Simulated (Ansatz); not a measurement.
The compound is LiCuPO4 (I-4).

```
Li Cu P O
1.0
    -2.48753    2.48753    3.41432
     2.48753   -2.48753    3.41432
     2.48753    2.48753   -3.41432
Li Cu P O
1 1 1 4
Cartesian
  0.0000 0.0000 3.4143
  0.0000 0.0000 0.0000
  0.0000 2.4875 1.7072
  3.4067 0.8978 -0.8296
  0.8978 1.5684 0.8296
  1.5897 0.9191 4.2439
  -0.9191 1.5897 2.5847
```

The cell and positions are those that the Materials Project relaxed with its own functionals (PBE, PBE+U or r2SCAN), kept fixed. The program's search for lower electronic states was switched off, so nothing shows that the state found is the lowest. PAW set soft_2, made with PBE.

A constrained-RPA run (Ansatz 0.2.0; non-magnetic LDA; Cu d, bands v5 to v1, 4×4×4 mesh, medium accuracy) builds 5 functions on bands 1.5 eV wide, with 9.0 electrons in the window. The bare on-site interaction is 17.5 eV and the bare J 0.59 eV.

What U and J survive the screening?

On the Cu d shell, U = 4.98 eV (28 % of the bare value), U′ = 4.11 eV, J = 0.45 eV.

The parent state is non-magnetic and the interaction static (zero frequency); U depends on the window and the orbitals, so it belongs to this model alone.

[Paths, hosts, dates, memory and timing lines, banners, echoed tables and standing remarks are left out of the program output.]

[Logs are printed without paths, hosts, clocks, repeated set-up lines and the standing remarks that a program may print on its own settings, such as how far it seeks lower states.]

[Runs of the session that timed out or met a known fault of the program may be left out.]

[Hosts, paths, dates, database ids (printed as entryN), source tags and the programs' standing remarks are cut or masked in the printed files.]
